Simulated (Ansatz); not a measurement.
**Ru(0001) with 2 thermally displaced layers, 2x2: scattering by thermal displacements**

Wanted: the phonon-limited resistivity of Ru at 500 K by the Landauer route.

Method: Ansatz plane-wave DFT, PBE, PAW files; ballistic transport by layer matching (Landauer), zero bias; PAW set soft_1, in Ansatz 0.2.0.

### Step 1. The structure

The cell holds 48 atoms: 48 Ru. Its edges and angles: a = 5.412 Å, b = 5.412 Å, c = 25.691 Å, α = 90.0°, β = 90.0°, γ = 120.0°. It derives from Ru. Regions: lead, 40 atoms (40 Ru); scattering region, 8 atoms (8 Ru). The structure is stacked along c, and the current runs across the ab planes.

### Step 2. With 2 displaced layers

Each atom of 2 layers is moved at random, by amounts drawn from a normal law 0.0456 Å wide in each direction from the Debye model (600 K) at 500 K. The layers about the cell's end stay perfect and serve as the lead. Disorder leaves little or no symmetry, which makes such runs dear. Energies from -0.05 to 0.05 eV in steps of 0.05 eV are too few for the program's thermal sum, so it prints no conductance; for a metal the transmission near the Fermi level serves, at a fraction of the cost.

The input, input.yaml:

```yaml
crystal:
  lattice:
    - [5.4116, 0.0, 0.0]
    - [-2.7058, 4.6865830751, 0.0]
    - [0.0, 0.0, 25.6914]
  atoms:
    - { symbol: Ru, position: [0.1666666667, 0.3333333333, 0.0416666667] }
    - { symbol: Ru, position: [0.1666666667, 0.8333333333, 0.0416666667] }
    - { symbol: Ru, position: [0.6666666667, 0.3333333333, 0.0416666667] }
    - { symbol: Ru, position: [0.6666666667, 0.8333333333, 0.0416666667] }
    - { symbol: Ru, position: [0.3333333333, 0.1666666667, 0.125] }
    - { symbol: Ru, position: [0.3333333333, 0.6666666667, 0.125] }
    - { symbol: Ru, position: [0.8333333333, 0.1666666667, 0.125] }
    - { symbol: Ru, position: [0.8333333333, 0.6666666667, 0.125] }
    - { symbol: Ru, position: [0.1666666667, 0.3333333333, 0.2083333333] }
    - { symbol: Ru, position: [0.1666666667, 0.8333333333, 0.2083333333] }
    - { symbol: Ru, position: [0.6666666667, 0.3333333333, 0.2083333333] }
    - { symbol: Ru, position: [0.6666666667, 0.8333333333, 0.2083333333] }
    - { symbol: Ru, position: [0.3333333333, 0.1666666667, 0.2916666667] }
    - { symbol: Ru, position: [0.3333333333, 0.6666666667, 0.2916666667] }
    - { symbol: Ru, position: [0.8333333333, 0.1666666667, 0.2916666667] }
    - { symbol: Ru, position: [0.8333333333, 0.6666666667, 0.2916666667] }
    - { symbol: Ru, position: [0.1666666667, 0.3333333333, 0.375] }
    - { symbol: Ru, position: [0.1666666667, 0.8333333333, 0.375] }
    - { symbol: Ru, position: [0.6666666667, 0.3333333333, 0.375] }
    - { symbol: Ru, position: [0.6666666667, 0.8333333333, 0.375] }
    - { symbol: Ru, position: [0.340235404, 0.1798946645, 0.4605067429] }
    - { symbol: Ru, position: [0.3275846657, 0.6637679374, 0.4573974289] }
    - { symbol: Ru, position: [0.8378605347, 0.1661212564, 0.4596587685] }
    - { symbol: Ru, position: [0.8253896539, 0.6819064837, 0.4581622033] }
    - { symbol: Ru, position: [0.1717345322, 0.3320047785, 0.5409939123] }
    - { symbol: Ru, position: [0.1745788859, 0.8413544276, 0.5413072539] }
    - { symbol: Ru, position: [0.6687147856, 0.3400039979, 0.5401221463] }
    - { symbol: Ru, position: [0.6558293329, 0.8371758255, 0.5404766699] }
    - { symbol: Ru, position: [0.3333333333, 0.1666666667, 0.625] }
    - { symbol: Ru, position: [0.3333333333, 0.6666666667, 0.625] }
    - { symbol: Ru, position: [0.8333333333, 0.1666666667, 0.625] }
    - { symbol: Ru, position: [0.8333333333, 0.6666666667, 0.625] }
    - { symbol: Ru, position: [0.1666666667, 0.3333333333, 0.7083333333] }
    - { symbol: Ru, position: [0.1666666667, 0.8333333333, 0.7083333333] }
    - { symbol: Ru, position: [0.6666666667, 0.3333333333, 0.7083333333] }
    - { symbol: Ru, position: [0.6666666667, 0.8333333333, 0.7083333333] }
    - { symbol: Ru, position: [0.3333333333, 0.1666666667, 0.7916666667] }
    - { symbol: Ru, position: [0.3333333333, 0.6666666667, 0.7916666667] }
    - { symbol: Ru, position: [0.8333333333, 0.1666666667, 0.7916666667] }
    - { symbol: Ru, position: [0.8333333333, 0.6666666667, 0.7916666667] }
    - { symbol: Ru, position: [0.1666666667, 0.3333333333, 0.875] }
    - { symbol: Ru, position: [0.1666666667, 0.8333333333, 0.875] }
    - { symbol: Ru, position: [0.6666666667, 0.3333333333, 0.875] }
    - { symbol: Ru, position: [0.6666666667, 0.8333333333, 0.875] }
    - { symbol: Ru, position: [0.3333333333, 0.1666666667, 0.9583333333] }
    - { symbol: Ru, position: [0.3333333333, 0.6666666667, 0.9583333333] }
    - { symbol: Ru, position: [0.8333333333, 0.1666666667, 0.9583333333] }
    - { symbol: Ru, position: [0.8333333333, 0.6666666667, 0.9583333333] }
kpoints:
  mp_grid: { grid: [5, 5, 1] }
hamiltonian:
  xc: pbe
  pseudopotentials: { kind: paw, azcp: { folder: soft_1 } }
scf:
  occupations: { method: fermi_dirac, width: 0.1 }
output:
  transmission:
    leads: [[0, 8]]
    kmesh: [10, 10]
    e_range: [-0.05, 0.05]
    de: 0.05
  write_potential: true
  write_density: true
  volumetric_format: npy
```

On the command line:

```sh
$ ansatz run input.yaml --threads 4 --pin off --max-ram 15360MiB --backend cpu --events-out ev --progress --plain --runs-dir out
```

Numbers of over 12 decimals in the logs are rounded to 6 here.

Output:

```text
Engine: ansatz 0.2.0, aarch64-unknown-linux-gnu
Pseudopotentials: kind: paw
Pseudopotential: Ru, paw, valence charge 16, recommended cutoff 420 eV (normal), soft_1/Ru.paw.azcp
Functional definition: PBE
  parameter kappa = 0.804
  parameter beta = 0.066725
  exchange = pbe_x(kappa = kappa, mu = beta*pi^2/3)
  correlation = pbe_c(beta = beta)
Crystal: 48 atoms, lattice volume = 651.583 Å³
Basis set: ecut = 420 eV, 12691 PW (Γ)
Bands: 461, of which v1, the nominal top of the filled ones, is band 384 counted from 1 (383 counted from 0)
Symmetry: 1 space group operations
Space group: P1 (ITA 1), of the structure as read, at distance tolerance 8.7e-5 Å
k-points: 13 of 25 (time reversal used)
Non-local potential: Ru, projectors of the file, l = 0: 3, l = 1: 2, l = 2: 2, l = 3: 1
PAW form: soft (Blöchl's): semilocal exchange-correlation on the pseudo side does not see the compensation charge
PAW one-centre angular grid: Ru, 590 points (default); XC on 64 Gauss nodes
Initial density: superposition of atomic densities (chi_scale 0.1, normalization cell)
Initial wavefunctions: pseudopotential atomic-orbital guess
Functional: x = pbe(κ = 0.804, μ = 0.219515), c = pbe(β = 0.066725)
SCF iter   1: F=—  HF=-282208.844671 eV  |F-HF|=—  |Δ(HF+E_count)|=         —  Δρ=1.22e-1  dr2=9.33e1  ethr=3.10e-3  ⟨swp⟩=5.0  Hψ=19320  notcnv=0  defer=3
preconditioner: auto → Kerker (q_TF=auto, 2.804 Å⁻¹)  [metal: Δε(μ)=0.058 eV  Ē_g=5.264 eV  σ=0.100 eV  W_gap=0.14  n_scr=268 (ndim 8)  ℏωp=28.5 eV  f_vac=0.000  D(μ)=40.30/eV (n_scr^D=392)]
SCF iter   2: F=—  HF=-282185.408971 eV  |F-HF|=—  |Δ(HF+E_count)|=    2.34e1  Δρ=5.91e-2  dr2=2.12e1  ethr=3.10e-3  ⟨swp⟩=2.8  Hψ=12027  notcnv=0  defer=59
SCF iter   3: F=—  HF=-282179.078660 eV  |F-HF|=—  |Δ(HF+E_count)|=    6.33e0  Δρ=9.52e-3  dr2=2.65e-1  ethr=2.76e-3  ⟨swp⟩=2.0  Hψ=9304  notcnv=0  defer=59
SCF iter   4: F=—  HF=-282179.129345 eV  |F-HF|=—  |Δ(HF+E_count)|=   5.07e-2  Δρ=1.07e-3  dr2=4.57e-3  ethr=3.45e-5  ⟨swp⟩=2.0  Hψ=11208  notcnv=0  defer=56
SCF iter   5: F=—  HF=-282179.130128 eV  |F-HF|=—  |Δ(HF+E_count)|=   7.83e-4  Δρ=2.21e-4  dr2=1.84e-4  ethr=5.94e-7  ⟨swp⟩=3.0  Hψ=13072  notcnv=0  defer=56
SCF iter   6: F=—  HF=-282179.130146 eV  |F-HF|=—  |Δ(HF+E_count)|=   1.77e-5  Δρ=4.86e-5  dr2=1.18e-5  ethr=2.40e-8  ⟨swp⟩=2.5  Hψ=10432  notcnv=0  defer=56
SCF iter   7: F=—  HF=-282179.131487 eV  |F-HF|=—  |Δ(HF+E_count)|=   1.34e-3  Δρ=1.09e-5  dr2=7.81e-7  ethr=1.54e-9  ⟨swp⟩=2.0  Hψ=8395  notcnv=0  defer=56
SCF iter   8: F=-282179.131487 eV  HF=-282179.131487 eV  |F-HF|=1.90e-8  |Δ(HF+E_count)|=   9.88e-8  Δρ=1.88e-6  dr2=2.91e-8  ethr=1.30e-11  ⟨swp⟩=8.1  Hψ=13567  notcnv=0
SCF 1 converged in 8 iterations: F = -282179.131487 eV  dr2 = 2.91e-8
  greatest PAW one-centre occupation: 1.000 electrons in one spin orbital (limit 2), on the Ru atom at site 20 (counted from 0), in its partial waves of l = 0
transmission: 251 of 2496 steps passed
transmission: 500 of 2496 steps passed
[...]
transmission: 2496 of 2496 steps passed
SCF converged after 8 iterations
Free energy (F): -282179.131487 eV
Harris-Foulkes:  -282179.131487 eV  (|F-HF|=1.90e-8)
Internal energy: -282177.606055 eV  (E = F + TS)
E sigma→0 (E₀):  -282178.368771 eV
Entropy (-TS):   -1.525432 eV (-31.780 meV/atom)
Fermi energy:    23.337755 eV
--- Per-component energies (eV) ---
  E_band       = -2694.823779
  E_kinetic    = 22101.928977
  E_local      = -60979.576699  (includes V_loc(G=0)·N_el)
  E_nonlocal   = 19798.735579
  E_hartree    = 20221.358460
  E_xc         = -8167.990195
  E_vxc        = -10330.059202  (∫ρ·V_xc dr)
  E_paw        = -168071.782247  (= ΣΔE_a)
  E_vpaw       = -13728.592300  (= ΣTr[D̂ρ^β])
  E_aug_tail   = 0.030103  (compensation charges beyond the density's cutoff)
  E_ewald      = -107080.310032
  E_smearing   = -1.525432  (= −TS)
  E_closure    = -0.000000  (closes the sum)
  Σ components = -282179.131487   (vs F -282179.131487, Δ=0.00e0)
--- Band table (eV; the first three rows and the last of 13) ---
  k-point 0: bands = [... 380 lower, 23.8889, 23.8935, 24.3492, 24.3553, 24.3782, 24.3832, 24.4820, 24.5107, ... 73 higher]
  k-point 1: bands = [... 380 lower, 23.4782, 23.4946, 23.5072, 23.8158, 23.8462, 24.0101, 24.0395, 24.1018, ... 73 higher]
  k-point 2: bands = [... 380 lower, 22.9660, 23.0056, 23.0243, 23.0985, 23.1688, 23.1872, 23.3596, 23.3768, ... 73 higher]
  k-point 12: bands = [... 380 lower, 23.0906, 23.1126, 23.1477, 23.3094, 23.3317, 23.3642, 23.3726, 23.3861, ... 73 higher]
--- Transmission ---
  basis      : 223 plane waves across, 48 finite elements along
  points     : 52, standing for a mesh of 10 x 10
  energies   : 3 from -0.050000 to 0.050000 eV about the Fermi level, 0.050000 eV apart; the leads are filled to 0.000000 eV, and channels, transmission and decay are at 0.000000 eV
  crystal 0  : Ru8, at the sites [0, 8], period 4.2819 Å, over 21.41 Å; its Hamiltonian steps by up to 0.7 meV
    offset         : up to 0.0000 Å between an atom of the period and one for which it stands
    channels       : 4.980000e0 a spin
    conductance    : none, the energies end too early or step too widely for 300 K: set another output.transmission.e_range or a lower de, or, where they end at an eighth of basis.ecutwfc, a higher one
  junction   : crystal 0 to crystal 0, 0.70 to 22.11 Å
    transmission   : 4.780074e0 a spin
    conductance    : none, the energies end too early or step too widely for 300 K: set another output.transmission.e_range or a lower de, or, where they end at an eighth of basis.ecutwfc, a higher one
```

Run time: 12 min. Hardware: 4 threads of Arm Neoverse V1, shared host; peak memory 6.4 GiB.

This step gave:

| Property | Result |
| --- | --- |
| free energy | -282179.1315 eV |
| energy at zero smearing | -282178.3688 eV |
| Fermi energy | 23.34 eV |
| cell area | 25.36 Å² |
| transmission per spin nearest the Fermi level | 4.780 |
| open channels per spin nearest the Fermi level | 4.98 |
| step of the lead's potential | 0.7 meV |

Per spin. The transmission, zone mean by energy, zero at the Fermi level:

```
energy (eV)  transmission, zone mean
    -0.0500                     5.01
     0.0000                     4.78
     0.0500                     5.28
```

Per spin. Table of open channels, zone mean, lead by energy, zero at the Fermi level:

| energy (eV) | open channels, zone mean, lead |
| --- | --- |
| -0.0500 | 5.16 |
| 0.0000 | 4.98 |
| 0.0500 | 5.64 |

Transmission over k1 and k2. At 0.0000 eV from the Fermi level.

Ten even steps from '_' (2.0) to '@' (11.8):
```
__..::::::....______
__::::::::::::..____
..::::==**==::::..__
__::::**@@@@**::::__
--..::==@@@@@@==::..
____::::**@@@@**::::
..__..::::==**==::::
______..::::::::::::
________....::::::..
--__....__--__....__
```
Columns: k1 (b1) from -0.5 to 0.4; rows upwards: k2 (b2) from -0.5 to 0.4.

Open channels over k1 and k2. At 0.0000 eV from the Fermi level.

Ten even steps from '_' (2.0) to '@' (12.0):
```
..::------::....__..
..------------..____
..----++##++----....
__----##@@@@##----__
==::--++@@@@@@++--::
____----##@@@@##----
......----++##++----
..____..------------
....__....::------::
==......__==__......
```
Columns: k1 (b1) from -0.5 to 0.4; rows upwards: k2 (b2) from -0.5 to 0.4.

Over the solved energies the transmission per spin lies between 4.78 and 5.28, out of 5.26 channels of the lead on average (up to 5.64).

### Step 3. With 6 displaced layers

Each atom of 6 layers is moved at random, by amounts drawn from a normal law 0.0456 Å wide in each direction from the Debye model (600 K) at 500 K. A fresh draw is used; the growth of the resistance with length is what counts.

System of this step: Ru(0001) with 6 thermally displaced layers, 2x2. The cell holds 64 atoms: 64 Ru. Cell: a = 5.412 Å, b = 5.412 Å, c = 34.255 Å, α = 90.0°, β = 90.0°, γ = 120.0°. It derives from Ru. Regions: lead, 40 atoms (40 Ru); scattering region, 24 atoms (24 Ru). The structure is stacked along c, and the current runs across the ab planes.

The input, input.yaml:

```yaml
crystal:
  lattice:
    - [5.4116, 0.0, 0.0]
    - [-2.7058, 4.6865830751, 0.0]
    - [0.0, 0.0, 34.2552]
  atoms:
    - { symbol: Ru, position: [0.1666666667, 0.3333333333, 0.03125] }
    - { symbol: Ru, position: [0.1666666667, 0.8333333333, 0.03125] }
    - { symbol: Ru, position: [0.6666666667, 0.3333333333, 0.03125] }
    - { symbol: Ru, position: [0.6666666667, 0.8333333333, 0.03125] }
    - { symbol: Ru, position: [0.3333333333, 0.1666666667, 0.09375] }
    - { symbol: Ru, position: [0.3333333333, 0.6666666667, 0.09375] }
    - { symbol: Ru, position: [0.8333333333, 0.1666666667, 0.09375] }
    - { symbol: Ru, position: [0.8333333333, 0.6666666667, 0.09375] }
    - { symbol: Ru, position: [0.1666666667, 0.3333333333, 0.15625] }
    - { symbol: Ru, position: [0.1666666667, 0.8333333333, 0.15625] }
    - { symbol: Ru, position: [0.6666666667, 0.3333333333, 0.15625] }
    - { symbol: Ru, position: [0.6666666667, 0.8333333333, 0.15625] }
    - { symbol: Ru, position: [0.3333333333, 0.1666666667, 0.21875] }
    - { symbol: Ru, position: [0.3333333333, 0.6666666667, 0.21875] }
    - { symbol: Ru, position: [0.8333333333, 0.1666666667, 0.21875] }
    - { symbol: Ru, position: [0.8333333333, 0.6666666667, 0.21875] }
    - { symbol: Ru, position: [0.1666666667, 0.3333333333, 0.28125] }
    - { symbol: Ru, position: [0.1666666667, 0.8333333333, 0.28125] }
    - { symbol: Ru, position: [0.6666666667, 0.3333333333, 0.28125] }
    - { symbol: Ru, position: [0.6666666667, 0.8333333333, 0.28125] }
    - { symbol: Ru, position: [0.3131949233, 0.1587473289, 0.3431276454] }
    - { symbol: Ru, position: [0.3160211328, 0.6521475678, 0.3437987636] }
    - { symbol: Ru, position: [0.8397586119, 0.1643986937, 0.342760302] }
    - { symbol: Ru, position: [0.840065614, 0.6736441337, 0.3433506973] }
    - { symbol: Ru, position: [0.1763281462, 0.3434787126, 0.4059745489] }
    - { symbol: Ru, position: [0.1615038729, 0.8367153739, 0.406579474] }
    - { symbol: Ru, position: [0.6696757134, 0.3208365784, 0.4053694184] }
    - { symbol: Ru, position: [0.6511706795, 0.8164643603, 0.4064182796] }
    - { symbol: Ru, position: [0.3341864723, 0.1594795142, 0.4705942436] }
    - { symbol: Ru, position: [0.3433096363, 0.6727699575, 0.4692846569] }
    - { symbol: Ru, position: [0.8349058525, 0.1537088007, 0.469567117] }
    - { symbol: Ru, position: [0.8298132618, 0.6494698145, 0.4692118839] }
    - { symbol: Ru, position: [0.1683583174, 0.3409362009, 0.5306656249] }
    - { symbol: Ru, position: [0.1681806656, 0.8366686871, 0.530083729] }
    - { symbol: Ru, position: [0.671199248, 0.3323122226, 0.5319054756] }
    - { symbol: Ru, position: [0.6675536541, 0.8439002005, 0.5320555008] }
    - { symbol: Ru, position: [0.3349074109, 0.1728145196, 0.5954266862] }
    - { symbol: Ru, position: [0.3407697756, 0.6513584832, 0.5949254149] }
    - { symbol: Ru, position: [0.8367949527, 0.1657535632, 0.5924101673] }
    - { symbol: Ru, position: [0.8377877964, 0.6543921327, 0.5945045829] }
    - { symbol: Ru, position: [0.1698538063, 0.3177713108, 0.6558473603] }
    - { symbol: Ru, position: [0.1568237152, 0.8357075588, 0.6582655757] }
    - { symbol: Ru, position: [0.6750659979, 0.3160353473, 0.6554847647] }
    - { symbol: Ru, position: [0.6802762727, 0.8486979046, 0.6568106153] }
    - { symbol: Ru, position: [0.3333333333, 0.1666666667, 0.71875] }
    - { symbol: Ru, position: [0.3333333333, 0.6666666667, 0.71875] }
    - { symbol: Ru, position: [0.8333333333, 0.1666666667, 0.71875] }
    - { symbol: Ru, position: [0.8333333333, 0.6666666667, 0.71875] }
    - { symbol: Ru, position: [0.1666666667, 0.3333333333, 0.78125] }
    - { symbol: Ru, position: [0.1666666667, 0.8333333333, 0.78125] }
    - { symbol: Ru, position: [0.6666666667, 0.3333333333, 0.78125] }
    - { symbol: Ru, position: [0.6666666667, 0.8333333333, 0.78125] }
    - { symbol: Ru, position: [0.3333333333, 0.1666666667, 0.84375] }
    - { symbol: Ru, position: [0.3333333333, 0.6666666667, 0.84375] }
    - { symbol: Ru, position: [0.8333333333, 0.1666666667, 0.84375] }
    - { symbol: Ru, position: [0.8333333333, 0.6666666667, 0.84375] }
    - { symbol: Ru, position: [0.1666666667, 0.3333333333, 0.90625] }
    - { symbol: Ru, position: [0.1666666667, 0.8333333333, 0.90625] }
    - { symbol: Ru, position: [0.6666666667, 0.3333333333, 0.90625] }
    - { symbol: Ru, position: [0.6666666667, 0.8333333333, 0.90625] }
    - { symbol: Ru, position: [0.3333333333, 0.1666666667, 0.96875] }
    - { symbol: Ru, position: [0.3333333333, 0.6666666667, 0.96875] }
    - { symbol: Ru, position: [0.8333333333, 0.1666666667, 0.96875] }
    - { symbol: Ru, position: [0.8333333333, 0.6666666667, 0.96875] }
kpoints:
  mp_grid: { grid: [5, 5, 1] }
hamiltonian:
  xc: pbe
  pseudopotentials: { kind: paw, azcp: { folder: soft_1 } }
scf:
  occupations: { method: fermi_dirac, width: 0.1 }
output:
  transmission:
    leads: [[0, 8]]
    kmesh: [10, 10]
    e_range: [-0.05, 0.05]
    de: 0.05
  write_potential: true
  write_density: true
  volumetric_format: npy
```

Output:

```text
[...]
Crystal: 64 atoms, lattice volume = 868.777 Å³
Basis set: ecut = 420 eV, 16909 PW (Γ)
Bands: 615, of which v1, the nominal top of the filled ones, is band 512 counted from 1 (511 counted from 0)
Symmetry: 1 space group operations
[...]
k-points: 13 of 25 (time reversal used)
[...]
SCF iter   1: F=—  HF=-376277.808101 eV  |F-HF|=—  |Δ(HF+E_count)|=         —  Δρ=1.22e-1  dr2=1.24e2  ethr=3.10e-3  ⟨swp⟩=5.0  Hψ=25918  notcnv=0  defer=2
[...]
SCF iter   9: F=-376238.352712 eV  HF=-376238.352712 eV  |F-HF|=1.98e-8  |Δ(HF+E_count)|=   7.92e-9  Δρ=8.94e-7  dr2=2.22e-8  ethr=9.77e-12  ⟨swp⟩=7.2  Hψ=17351  notcnv=0
SCF 1 converged in 9 iterations: F = -376238.352712 eV  dr2 = 2.22e-8
[...]
transmission: 329 of 3276 steps passed
transmission: 656 of 3276 steps passed
[...]
transmission: 3276 of 3276 steps passed
SCF converged after 9 iterations
Free energy (F): -376238.352712 eV
[...]
Internal energy: -376236.285165 eV  (E = F + TS)
E sigma→0 (E₀):  -376237.318938 eV
Entropy (-TS):   -2.067547 eV (-32.305 meV/atom)
Fermi energy:    23.368018 eV
[...]
--- Band table (eV; the first three rows and the last of 13) ---
  k-point 0: bands = [... 508 lower, 24.1127, 24.1202, 24.1284, 24.1325, 24.1560, 24.1648, 24.2618, 24.2622, ... 99 higher]
  k-point 1: bands = [... 508 lower, 23.5361, 23.8224, 23.8360, 23.8569, 23.8703, 23.8870, 23.9019, 23.9177, ... 99 higher]
  k-point 2: bands = [... 508 lower, 23.0635, 23.1098, 23.1403, 23.1499, 23.2141, 23.2547, 23.3501, 23.3828, ... 99 higher]
  k-point 12: bands = [... 508 lower, 23.2446, 23.2505, 23.2641, 23.2846, 23.3020, 23.3776, 23.3958, 23.4123, ... 99 higher]
--- Transmission ---
  basis      : 223 plane waves across, 63 finite elements along
  points     : 52, standing for a mesh of 10 x 10
[...]
channels       : 5.280000e0 a spin
[...]
junction   : crystal 0 to crystal 0, 0.70 to 30.67 Å
    transmission   : 4.472735e0 a spin
[...]
```

It took 20 min on 4 threads; peak memory 10 GiB.

Numbers from this step:

- free energy: -376238.3527 eV
- energy at zero smearing: -376237.3189 eV
- Fermi energy: 23.37 eV
- transmission per spin nearest the Fermi level: 4.473
- open channels per spin nearest the Fermi level: 5.28
- step of the lead's potential: 6 meV

Per spin. The transmission, zone mean by energy, zero at the Fermi level:

```csv
energy (eV),"transmission, zone mean"
-0.0500,4.53
0.0000,4.47
0.0500,4.73
```

Over the solved energies the transmission per spin lies between 4.47 and 4.73, out of 5.49 channels of the lead on average (up to 6.04).

[end of part 1 of 2]

[Logs are printed without paths, hosts, clocks, repeated set-up lines and the standing remarks that a program may print on its own settings, such as how far it seeks lower states.]

[Hosts, paths, dates, database ids (printed as entryN), source tags and the programs' standing remarks are cut or masked in the printed files.]
